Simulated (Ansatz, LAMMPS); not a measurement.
# Elastic response of glassy CaAl2Si2O8 (117 atoms), part 2 of 4

Aim: relax glassy CaAl2Si2O8 (117 atoms), then change its volume and shape to read moduli from the stress.

Ansatz 0.2.0; Kohn-Sham DFT, PBE, PAW (set soft_2), plane waves.

The cell: 18 Al, 9 Ca, 72 O and 18 Si. The quench rate of 20 K/ps far exceeds what a furnace or splat quench reaches. The starting topology of bonds comes from the classical model. Sampling is at Γ alone.

So far. Step 2 (Single point at the start): The r.m.s. force at the start is 1.2 eV/Å.

## 3. Cell and atoms relaxed

The cell is relaxed with the atoms, since the starting lattice needn't suit this functional.

Input file input.yaml:

```yaml
crystal:
  lattice:
    - [11.5363, 0.0, 0.0]
    - [0.0, 11.5363, 0.0]
    - [0.0, 0.0, 11.5363]
  atoms:
    [... the 117 atom lines of step 2 ...]
kpoints:
  mp_grid: { grid: [1, 1, 1] }
hamiltonian:
  xc: pbe
scf:
  occupations: { method: gaussian, width: 0.05 }
output:
  forces: true
relax:
  f_tol: 0.05
  max_steps: 150
  cell: {}
```

On the command line:

```bash
$ ansatz run input.yaml --threads 4 --pin off --max-ram 8192MiB --backend cpu --events-out ev --progress --plain --runs-dir out
```

Numbers of over 12 decimals in the logs are rounded to 6 here.

The program printed:

```text
[...]
Crystal: 117 atoms, lattice volume = 1535.323 Å³
Basis set: ecut = 420 eV, 30047 PW (Γ), exchange–correlation on 160×160×160 points (8 copies of the dense FFT grid, shifted against one another)
Bands: 441, of which v1, the nominal top of the filled ones, is band 324 counted from 1 (323 counted from 0)
Symmetry: 1 space group operations
[...]
k-points: 1
[...]
SCF iter   1: F=—  HF=-78472.459597 eV  |F-HF|=—  |Δ(HF+E_count)|=         —  Δρ=2.37e-3  dr2=1.31e-1  ethr=1.77e-3  ⟨swp⟩=7.0  Hψ=2118  notcnv=0  defer=92
[...]
SCF iter   9: F=-78472.456840 eV  HF=-78472.456840 eV  |F-HF|=3.37e-8  |Δ(HF+E_count)|=   1.63e-8  Δρ=2.48e-6  dr2=9.61e-8  ethr=1.54e-11  ⟨swp⟩=3.0  Hψ=1639  notcnv=0
SCF 1 converged in 9 iterations: F = -78472.456840 eV  dr2 = 9.61e-8
[...]
relax step   1: F+E_penalty+E_count = -78472.45683985 eV  Δ(F+E_penalty+E_count) = +0.000e0 eV  max|allowed force component| = 4.542e0 eV/Å  Δτ_max = 0.0000 Å  P = +6.341 GPa  Ω = 1535.323 Å³  (9 SCF iters, dr2 threshold 1.00e-7 eV, accepted)
[... from here on, the SCF cycles and remarks between the steps are left out ...]
relax step   2: F+E_penalty+E_count = -78477.59089654 eV  Δ(F+E_penalty+E_count) = -5.134e0 eV  max|allowed force component| = 2.562e0 eV/Å  Δτ_max = 0.1989 Å  P = +3.623 GPa  Ω = 1546.335 Å³  energy of the carried Pulay correction = -3.710e-2 eV  (8 SCF iters, dr2 threshold 1.17e-5 eV, accepted)
relax step   3: F+E_penalty+E_count = -78480.34343106 eV  Δ(F+E_penalty+E_count) = -2.753e0 eV  max|allowed force component| = 5.986e-1 eV/Å  Δτ_max = 0.1544 Å  P = -0.183 GPa  Ω = 1567.519 Å³  energy of the carried Pulay correction = -1.077e-1 eV  (8 SCF iters, dr2 threshold 1.17e-5 eV, accepted)
relax step   4: F+E_penalty+E_count = -78480.90117371 eV  Δ(F+E_penalty+E_count) = -5.577e-1 eV  max|allowed force component| = 4.432e-1 eV/Å  Δτ_max = 0.2000 Å  P = +0.112 GPa  Ω = 1558.184 Å³  energy of the carried Pulay correction = -7.671e-2 eV  (7 SCF iters, dr2 threshold 1.17e-5 eV, accepted)
relax step   5: F+E_penalty+E_count = -78481.08141986 eV  Δ(F+E_penalty+E_count) = -1.802e-1 eV  max|allowed force component| = 2.866e-1 eV/Å  Δτ_max = 0.1946 Å  P = -0.156 GPa  Ω = 1559.047 Å³  energy of the carried Pulay correction = -7.959e-2 eV  (7 SCF iters, dr2 threshold 1.17e-5 eV, accepted)
relax step   6: F+E_penalty+E_count = -78481.19830338 eV  Δ(F+E_penalty+E_count) = -1.169e-1 eV  max|allowed force component| = 2.189e-1 eV/Å  Δτ_max = 0.2000 Å  P = -0.055 GPa  Ω = 1560.568 Å³  energy of the carried Pulay correction = -8.465e-2 eV  (8 SCF iters, dr2 threshold 5.13e-6 eV, accepted)
relax step   7: F+E_penalty+E_count = -78481.30643070 eV  Δ(F+E_penalty+E_count) = -1.081e-1 eV  max|allowed force component| = 2.129e-1 eV/Å  Δτ_max = 0.2000 Å  P = +0.035 GPa  Ω = 1562.683 Å³  energy of the carried Pulay correction = -9.168e-2 eV  (8 SCF iters, dr2 threshold 3.00e-6 eV, accepted)
relax step   8: F+E_penalty+E_count = -78481.36584459 eV  Δ(F+E_penalty+E_count) = -5.941e-2 eV  max|allowed force component| = 2.921e-1 eV/Å  Δτ_max = 0.1903 Å  P = -0.100 GPa  Ω = 1566.377 Å³  energy of the carried Pulay correction = -1.039e-1 eV  (8 SCF iters, dr2 threshold 2.83e-6 eV, accepted)
relax step   9: F+E_penalty+E_count = -78481.43922084 eV  Δ(F+E_penalty+E_count) = -7.338e-2 eV  max|allowed force component| = 2.687e-1 eV/Å  Δτ_max = 0.1932 Å  P = -0.078 GPa  Ω = 1567.451 Å³  energy of the carried Pulay correction = -1.075e-1 eV  (7 SCF iters, dr2 threshold 5.33e-6 eV, accepted)
relax step  10: F+E_penalty+E_count = -78481.51749067 eV  Δ(F+E_penalty+E_count) = -7.827e-2 eV  max|allowed force component| = 2.202e-1 eV/Å  Δτ_max = 0.1257 Å  P = +0.017 GPa  Ω = 1566.289 Å³  energy of the carried Pulay correction = -1.036e-1 eV  (7 SCF iters, dr2 threshold 4.51e-6 eV, accepted)
relax step  11: F+E_penalty+E_count = -78481.56544141 eV  Δ(F+E_penalty+E_count) = -4.795e-2 eV  max|allowed force component| = 2.819e-1 eV/Å  Δτ_max = 0.1927 Å  P = -0.020 GPa  Ω = 1566.144 Å³  energy of the carried Pulay correction = -1.032e-1 eV  (8 SCF iters, dr2 threshold 3.03e-6 eV, accepted)
relax step  12: F+E_penalty+E_count = -78481.65125336 eV  Δ(F+E_penalty+E_count) = -8.581e-2 eV  max|allowed force component| = 2.542e-1 eV/Å  Δτ_max = 0.2000 Å  P = +0.004 GPa  Ω = 1565.212 Å³  energy of the carried Pulay correction = -1.001e-1 eV  (7 SCF iters, dr2 threshold 4.97e-6 eV, accepted)
relax step  13: F+E_penalty+E_count = -78481.63087044 eV  Δ(F+E_penalty+E_count) = +2.038e-2 eV  max|allowed force component| = 4.588e-1 eV/Å  Δτ_max = 0.1231 Å  P = +0.046 GPa  Ω = 1564.979 Å³  energy of the carried Pulay correction = -9.930e-2 eV  (7 SCF iters, dr2 threshold 4.04e-6 eV, rejected (line search))
relax step  14: F+E_penalty+E_count = -78481.71192105 eV  Δ(F+E_penalty+E_count) = -6.067e-2 eV  max|allowed force component| = 8.783e-2 eV/Å  Δτ_max = 0.0615 Å  P = -0.018 GPa  Ω = 1565.384 Å³  energy of the carried Pulay correction = -1.006e-1 eV  (12 SCF iters, accepted)
[...]
relax step  28: F+E_penalty+E_count = -78481.99722788 eV  Δ(F+E_penalty+E_count) = -2.727e-2 eV  max|allowed force component| = 2.363e-1 eV/Å  Δτ_max = 0.1960 Å  P = -0.036 GPa  Ω = 1578.568 Å³  energy of the carried Pulay correction = -3.410e-2 eV  (8 SCF iters, dr2 threshold 1.08e-6 eV, accepted)
relax step  29: F+E_penalty+E_count = -78482.03204353 eV  Δ(F+E_penalty+E_count) = -3.482e-2 eV  max|allowed force component| = 3.226e-1 eV/Å  Δτ_max = 0.1958 Å  P = -0.067 GPa  Ω = 1579.068 Å³  energy of the carried Pulay correction = -3.592e-2 eV  (7 SCF iters, dr2 threshold 3.49e-6 eV, accepted)
relax step  30: F+E_penalty+E_count = -78482.05371136 eV  Δ(F+E_penalty+E_count) = -2.167e-2 eV  max|allowed force component| = 5.005e-1 eV/Å  Δτ_max = 0.1951 Å  P = +0.091 GPa  Ω = 1578.707 Å³  energy of the carried Pulay correction = -3.464e-2 eV  (7 SCF iters, dr2 threshold 6.50e-6 eV, accepted)
relax step  31: F+E_penalty+E_count = -78482.10526646 eV  Δ(F+E_penalty+E_count) = -5.156e-2 eV  max|allowed force component| = 3.219e-1 eV/Å  Δτ_max = 0.2000 Å  P = -0.188 GPa  Ω = 1586.876 Å³  energy of the carried Pulay correction = -6.442e-2 eV  (7 SCF iters, dr2 threshold 1.17e-5 eV, accepted)
relax step  32: F+E_penalty+E_count = -78482.11181002 eV  Δ(F+E_penalty+E_count) = -6.544e-3 eV  max|allowed force component| = 3.000e-1 eV/Å  Δτ_max = 0.0100 Å  P = -0.173 GPa  Ω = 1586.760 Å³  energy of the carried Pulay correction = -6.399e-2 eV  (5 SCF iters, dr2 threshold 6.48e-6 eV, accepted)
relax step  33: F+E_penalty+E_count = -78482.04248402 eV  Δ(F+E_penalty+E_count) = +6.933e-2 eV  max|allowed force component| = 5.106e-1 eV/Å  Δτ_max = 0.1936 Å  P = +0.178 GPa  Ω = 1580.812 Å³  energy of the carried Pulay correction = -4.217e-2 eV  (7 SCF iters, dr2 threshold 5.63e-6 eV, rejected (line search))
relax step  34: F+E_penalty+E_count = -78482.17446451 eV  Δ(F+E_penalty+E_count) = -6.265e-2 eV  max|allowed force component| = 7.474e-2 eV/Å  Δτ_max = 0.0968 Å  P = +0.052 GPa  Ω = 1581.372 Å³  energy of the carried Pulay correction = -4.437e-2 eV  (12 SCF iters, accepted)
relax step  35: F+E_penalty+E_count = -78482.17580247 eV  Δ(F+E_penalty+E_count) = -1.338e-3 eV  max|allowed force component| = 5.633e-2 eV/Å  Δτ_max = 0.0660 Å  P = -0.022 GPa  Ω = 1582.988 Å³  energy of the carried Pulay correction = -5.025e-2 eV  (8 SCF iters, dr2 threshold 3.49e-7 eV, accepted)
relax step  36: F+E_penalty+E_count = -78482.18148095 eV  Δ(F+E_penalty+E_count) = -5.678e-3 eV  max|allowed force component| = 2.925e-2 eV/Å  Δτ_max = 0.0130 Å  P = +0.001 GPa  Ω = 1582.280 Å³  energy of the carried Pulay correction = -4.767e-2 eV  (7 SCF iters, dr2 threshold 1.98e-7 eV, accepted)
relax step  37: F+E_penalty+E_count = -78482.23639052 eV  Δ(F+E_penalty+E_count) = -5.491e-2 eV  max|allowed force component| = 2.907e-2 eV/Å  Δτ_max = 0.0000 Å  P = +0.021 GPa  Ω = 1582.280 Å³  stress off target by 1.09e-1 GPa  SCF on the basis re-selected at this cell (its energy is not comparable with the rows above)  (7 SCF iters)
relax step  38: F+E_penalty+E_count = -78482.22596447 eV  Δ(F+E_penalty+E_count) = +1.043e-2 eV  max|allowed force component| = 1.142e-1 eV/Å  Δτ_max = 0.1016 Å  P = -0.028 GPa  Ω = 1582.800 Å³  energy of the carried Pulay correction = -1.765e-3 eV  (9 SCF iters, dr2 threshold 2.96e-8 eV, rejected (line search))
relax step  39: F+E_penalty+E_count = -78482.23722476 eV  Δ(F+E_penalty+E_count) = -8.342e-4 eV  max|allowed force component| = 1.426e-2 eV/Å  Δτ_max = 0.0136 Å  P = +0.003 GPa  Ω = 1582.569 Å³  energy of the carried Pulay correction = -8.926e-4 eV  (12 SCF iters, accepted)
relax step  40: F+E_penalty+E_count = -78482.23902139 eV  Δ(F+E_penalty+E_count) = -1.797e-3 eV  max|allowed force component| = 1.429e-2 eV/Å  Δτ_max = 0.0000 Å  P = +0.004 GPa  Ω = 1582.569 Å³  stress off target by 8.77e-3 GPa  SCF on the basis re-selected at this cell (its energy is not comparable with the rows above)  (5 SCF iters)
[...]
SCF converged after 5 iterations
Free energy (F): -78482.239021 eV
[...]
Internal energy: -78482.239021 eV  (E = F + TS)
E sigma→0 (E₀):  -78482.239021 eV
Fermi energy:    5.748997 eV
[...]
--- Forces (eV/Å), atoms counted from 1 ---
  atom   1  Al    -0.00099879    -0.00392122    -0.00681277
  atom   2  Al     0.00377347    -0.00735827     0.00790112
  atom   3  Al     0.00869057     0.00234739     0.00120725
  atom   4  Al    -0.00351112     0.00939265     0.00877829
  atom   5  Al     0.00250358     0.00614445    -0.00404247
  atom   6  Al     0.00067718     0.00329348    -0.00053261
  atom   7  Al     0.00844903    -0.00944059     0.00576184
  atom   8  Al    -0.01279013     0.00532480     0.01207358
  atom   9  Al     0.00441141     0.00335072    -0.00018155
  atom  10  Al    -0.00202122    -0.00227891     0.00798612
  atom  11  Al    -0.01380629     0.00080897    -0.00811133
  atom  12  Al    -0.00206970     0.00451677    -0.00022221
  atom  13  Al     0.00578485     0.00374195     0.00521229
  atom  14  Al    -0.00091873    -0.00072797     0.00114222
[...]
atom 116  Si     0.00528963     0.00555629     0.00487334
  atom 117  Si     0.00299624    -0.00418754    -0.00319561
  max |Σ_I F_I| component: 1.10e-4 eV/Å
--- Stress (GPa, compression-positive) ---
        0.008471      -0.000519      -0.001285
       -0.000516      -0.000695      -0.000736
       -0.001282      -0.000733       0.003052
  P = ⅓ Tr σ = 0.0036 GPa (0.036 kbar)
--- Relaxed structure (37 steps of the walk, 32 accepted, 3 SCFs on fresh bases) ---
  F+E_penalty+E_count = -78482.23902139 eV   max|allowed force component| = 1.429e-2 eV/Å   (the final SCF, on the basis selected at the relaxed cell)
  cell:  # Å, volume = 1582.5690 Å³
    - [11.675388, -0.209591, 0.297138]
    - [-0.209591, 11.623153, 0.291209]
    - [0.297138, 0.291209, 11.680755]
  atoms:
    - { symbol: Al, position: [0.343219, -0.00904789, 0.943769] }
    - { symbol: Al, position: [0.844105, 0.966955, 0.071837] }
    - { symbol: Al, position: [0.618700, 0.852453, 0.414166] }
    - { symbol: Al, position: [0.309177, 0.235444, 0.301383] }
[...]
- { symbol: Si, position: [0.952277, 0.304423, 0.641175] }
```

The job ended after 12 min (4 threads of Intel Xeon Platinum 8259CL at 2.50GHz (Skylake/Cascade Lake), shared host; peak memory 2.3 GiB; 44 min of CPU time).

The relaxation converged after 37 steps, with a largest force component of 0.014 eV/Å.

## 4. Single point at the relaxed geometry

One more single point at the end of the walk gives the fuller output and checks the residual forces.

Input file input.yaml:

```yaml
crystal:
  lattice:
    - [11.67539, -0.20959, 0.29714]
    - [-0.20959, 11.62315, 0.29121]
    - [0.29714, 0.29121, 11.68075]
  atoms:
    - { symbol: Al, position: [0.34322, 0.99095, 0.94377] }
    - { symbol: Al, position: [0.84411, 0.96696, 0.07184] }
    - { symbol: Al, position: [0.6187, 0.85245, 0.41417] }
    - { symbol: Al, position: [0.30918, 0.23544, 0.30138] }
    - { symbol: Al, position: [0.96053, 0.51104, 0.29989] }
    - { symbol: Al, position: [0.82083, 0.98511, 0.49786] }
    [... 105 atom lines left out ...]
    - { symbol: Si, position: [0.89726, 0.56269, 0.57563] }
    - { symbol: Si, position: [0.47428, 0.83307, 0.09744] }
    - { symbol: Si, position: [0.8316, 0.91466, 0.76482] }
    - { symbol: Si, position: [0.07056, 0.67649, 0.09897] }
    - { symbol: Si, position: [0.7296, 0.74379, 0.09769] }
    - { symbol: Si, position: [0.95228, 0.30442, 0.64117] }
kpoints:
  mp_grid: { grid: [1, 1, 1] }
hamiltonian:
  xc: pbe
scf:
  occupations: { method: gaussian, width: 0.05 }
output:
  forces: true
  stress: true
  populations: true
  dos:
    method: { smearing: { sigma: 0.1 } }
    de: 0.1
    projected: { site_lists: { Al: [Al], Ca: [Ca], O: [O], Si: [Si] } }
  eigenvalues: true
  write_density: true
  write_potential: true
  volumetric_format: npy
  elf: true
```

The program printed:

```text
[...]
Crystal: 117 atoms, lattice volume = 1582.568 Å³
Basis set: ecut = 420 eV, 30937 PW (Γ), exchange–correlation on 160×160×160 points (8 copies of the dense FFT grid, shifted against one another)
Bands: 441, of which v1, the nominal top of the filled ones, is band 324 counted from 1 (323 counted from 0)
Symmetry: 1 space group operations
[...]
k-points: 1
[...]
SCF iter   1: F=—  HF=-78482.221622 eV  |F-HF|=—  |Δ(HF+E_count)|=         —  Δρ=1.91e-3  dr2=6.07e-2  ethr=1.77e-3  ⟨swp⟩=6.0  Hψ=1937  notcnv=0  defer=107
[...]
SCF iter   9: F=-78482.239014 eV  HF=-78482.239014 eV  |F-HF|=6.36e-9  |Δ(HF+E_count)|=   1.14e-7  Δρ=1.67e-6  dr2=4.44e-8  ethr=1.54e-11  ⟨swp⟩=19.0  Hψ=4190  notcnv=0
SCF 1 converged in 9 iterations: F = -78482.239014 eV  dr2 = 4.44e-8
[...]
WARN: The input density's exchange-correlation potential varies sharply where the density is thin. Do not read a vacuum level from v_tot or v_xc, or from such a field of the output density. On a cell that repeats whose density bears no net charge and no dipole along the vacuum's axis use v_es (v_loc + v_h of the components); [...]
SCF converged after 9 iterations
Free energy (F): -78482.239014 eV
[...]
Internal energy: -78482.239014 eV  (E = F + TS)
E sigma→0 (E₀):  -78482.239014 eV
Fermi energy:    5.749169 eV
[...]
--- Forces (eV/Å), atoms counted from 1 ---
  atom   1  Al    -0.00106899    -0.00387252    -0.00728559
  atom   2  Al     0.00174691    -0.00962503     0.00643572
  atom   3  Al     0.00891308     0.00363878     0.00045575
  atom   4  Al    -0.00501622     0.01127459     0.01099883
  atom   5  Al     0.00242559     0.00577797    -0.00441841
  atom   6  Al     0.00237305     0.00488322    -0.00168728
  atom   7  Al     0.00914767    -0.00843255     0.00681995
  atom   8  Al    -0.01312070     0.00622086     0.01088005
  atom   9  Al     0.00416971     0.00465393    -0.00048902
  atom  10  Al    -0.00150413    -0.00147792     0.00803920
  atom  11  Al    -0.01411932     0.00189210    -0.00708709
  atom  12  Al    -0.00128732     0.00515580     0.00240584
  atom  13  Al     0.00513295     0.00202017     0.00523356
  atom  14  Al    -0.00098211    -0.00096823     0.00301658
[...]
atom 116  Si     0.00817906     0.00711190     0.00359725
  atom 117  Si     0.00225486    -0.00146556    -0.00158875
  max |Σ_I F_I| component: 1.10e-4 eV/Å
--- Stress (GPa, compression-positive) ---
        0.009196      -0.000480      -0.002206
       -0.000477      -0.000189      -0.000511
       -0.002204      -0.000508       0.002000
  P = ⅓ Tr σ = 0.0037 GPa (0.037 kbar)
--- Band table (eV) ---
[...]
--- Löwdin populations: 117 sites ---
  site symbol       q [e]
     0     Al      1.7077
     1     Al      1.6930
     2     Al      1.6718
[...]
116     Si      2.2597
  spilling = 0.012183 (of n_electrons = 648.000000)
```

The job ended after 27 s (4 threads; peak memory 2.3 GiB; 98 s of CPU time).

The program notes that the exchange-correlation potential is rough where the density is thin.

Numbers from this run:

| Item | Value |
| --- | --- |
| free energy | -78482.2390 eV |
| free energy per atom | -670.7884 eV/atom |
| SCF cycles | 9 |
| pressure | 0.003669 GPa |
| r.m.s. force component | 0.00483 eV/Å |
| longest force | 0.02053 eV/Å |
| Fermi energy | 5.749 eV |
| gap (highest filled to lowest empty level) | 3.909 eV |
| spilling of the projection | 0.01218 |

Löwdin charges by element and coordination (they lack the spilled electrons, 0.067 e an atom on average):

| element | coordination | atoms | mean charge (e) | spread | least | most |
| --- | --- | --- | --- | --- | --- | --- |
| Al | all | 18 | 1.32 | 0.037 | 1.23 | 1.37 |
| Al | 4 | 16 | 1.32 | 0.0327 | 1.23 | 1.37 |
| Al | 5 | 2 | 1.27 | 0.0301 | 1.24 | 1.30 |
| Ca | all | 9 | 1.81 | 0.0151 | 1.79 | 1.84 |
| Ca | 4 | 1 | 1.79 | 0 | 1.79 | 1.79 |
| Ca | 5 | 1 | 1.81 | 0 | 1.81 | 1.81 |
| Ca | 6 | 4 | 1.81 | 0.0089 | 1.80 | 1.82 |
| Ca | 7 | 3 | 1.82 | 0.0168 | 1.80 | 1.84 |
| O | all | 72 | -0.871 | 0.0692 | -1.12 | -0.764 |
| O | 2 | 21 | -0.813 | 0.0292 | -0.883 | -0.764 |
| O | 3 | 46 | -0.891 | 0.067 | -1.12 | -0.788 |
| O | 4 | 5 | -0.923 | 0.0577 | -1.00 | -0.861 |
| Si | all | 18 | 1.70 | 0.0318 | 1.65 | 1.74 |

States in the cell by windows of 1 eV, zero at the Fermi level; the larger projections on atomic orbitals stand beside the total:

| from (eV) | to (eV) | total | O p | Al p | Si p |
| --- | --- | --- | --- | --- | --- |
| -14 | -12 | 0.0 | 0.0 | 0.0 | 0.0 |
| -12 | -11 | 1.9 | 1.2 | 0.0 | 0.1 |
| -11 | -10 | 8.0 | 5.3 | 0.1 | 0.4 |
| -10 | -9 | 13.3 | 9.1 | 0.2 | 0.6 |
| -9 | -8 | 20.9 | 15.2 | 0.5 | 1.7 |
| -8 | -7 | 34.9 | 26.7 | 1.3 | 3.2 |
| -7 | -6 | 50.6 | 39.9 | 3.0 | 4.5 |
| -6 | -5 | 63.5 | 53.3 | 3.4 | 2.7 |
| -5 | -4 | 82.5 | 74.7 | 2.2 | 1.7 |
| -4 | -3 | 93.8 | 88.4 | 1.2 | 1.1 |
| -3 | -2 | 59.8 | 57.3 | 0.5 | 0.4 |
| -2 | -1 | 2.9 | 2.8 | 0.0 | 0.0 |
| -1 | 1 | 0.0 | 0.0 | 0.0 | 0.0 |
| 1 | 2 | 1.3 | 0.0 | 0.0 | 0.0 |
| 2 | 3 | 0.7 | 0.0 | 0.0 | 0.0 |
| 3 | 4 | 20.1 | 1.5 | 2.4 | 1.0 |
| 4 | 5 | 56.2 | 3.1 | 6.4 | 3.4 |

Between -26 and -14 eV lie 198 more states.

The levels nearest the highest filled one (over half full), pooled over k-points and spins:

| level less the highest filled one (eV) | occupation |
| --- | --- |
| -0.480 | 2 |
| -0.370 | 2 |
| -0.262 | 2 |
| -0.160 | 2 |
| -0.0631 | 2 |
| 0 | 2 |
| 3.91 | 0 |
| 5.23 | 0 |
| 5.34 | 0 |
| 5.43 | 0 |
| 5.48 | 0 |
| 5.54 | 0 |

ELF in the ab plane at fractional z = 0.420, with atoms of Al and Ca and O and Si within 0.2 Å of it. It is the smooth field of the valence electrons, not physical close to the nuclei.

Ten even steps from '0' (0.00) to '9' (0.86), each cell a mean:
```
200001121037889840011100233136765
465312442138847951011114688621111
899721221017999841000038988951015
999830123202677310000049968940016
899720156510111013542037899611113
466510134200001258998412565102210
012100000012222588789610010000000
000000001233311389899720000012221
310000001233212146776300000378987
630000000112224542110012101699799
730000000000269997300489720598689
410000000001489789703999971279997
100000000001589899504999971024553
000000011100146764101478730000100
000000256630000100023221000000000
000002699972000000268874200000000
221004886895000000268875200000001
332115886895100000145542100000002
111113567873000111112222100000000
000244222220002565422332100001110
102688741000003677522332210015664
413899973000001455311222221158999
723899861000010011000012221289779
720365310013565310000000111289889
```
Columns run along a (11.7 Å), rows up along b (11.6 Å). Atoms in or near the plane, at fractional coordinates: Al at (0.62, 0.85), Ca at (0.69, 0.49), O at (0.25, 0.29), O at (0.41, 0.93), O at (0.93, 0.05), O at (0.92, 0.57), Si at (0.44, 0.64).

Electrostatic potential energy in the ab plane at fractional z = 0.420, with atoms of Al and Ca and O and Si within 0.2 Å of it. With pseudopotentials it is smooth inside the atoms' cores, unlike the true potential.

Values in eV, 13 rows by 16 columns, each cell a mean:
```
 -5  -9  -4   7   8   2 -27  -5   8   3   3   7   3   0   5   6
 -5  -3   5   3   2   3 -12   3   2  -7  -6  -8 -28   0   6   7
  2   6   6  -3  -6   4   8   9   3  -7  -6   1  -7   4   1   4
  9   9   7   4   4   5  -4  -7 -17 -22   7   9   9   6   2   5
  9   9   9   9   9   2 -31 -35  -9   1   8   7   8   8   2   5
  9   9  10  10  10   6  -9 -20   1   6  -3  -9   2   5 -30 -15
  8  10  10  10  10   9   2 -31  -7   3 -26 -36 -10   6   2   5
 10  11  11  11  10   9   7   4   7   6  -5 -12   2   8   8   9
 11  10  10   0  -9   7   6   5   8   9   8   9   9   9  10  10
 10   8   4 -13 -23   5   6   7   8   3  -2   6   9  10  10  11
 10   7   3   5   7   7   9  10   7 -16 -33  -3   9  10  11  11
  9   6  -9   6  10   9  10  10   8   1  -4   6   9   9   0  -1
  0  -7  -5   8   9   9   8   9   9   9   9   8   4   0 -20 -21
```
Columns run along a (11.7 Å; values clipped at the 3rd and 97th percentile), rows up along b (11.6 Å). Atoms in or near the plane, at fractional coordinates: Al at (0.62, 0.85), Ca at (0.69, 0.49), O at (0.25, 0.29), O at (0.41, 0.93), O at (0.93, 0.05), O at (0.92, 0.57), Si at (0.44, 0.64).

Between filled and empty levels lie 3.91 eV (at Γ alone); a semilocal functional tends to put such gaps too low. In a disordered cell it changes from sample to sample, and tail or defect levels can set it. Mean Löwdin charges: Al +1.32, Ca +1.81, O -0.87, Si +1.70 e (they miss 1.2 % of the electrons, so they add up to more than the cell's charge).

[end of part 2 of 4]

[Logs are printed without paths, hosts, clocks, repeated set-up lines and the standing remarks that a program may print on its own settings, such as how far it seeks lower states.]

[Hosts, paths, dates, database ids (printed as entryN), source tags and the programs' standing remarks are cut or masked in the printed files.]
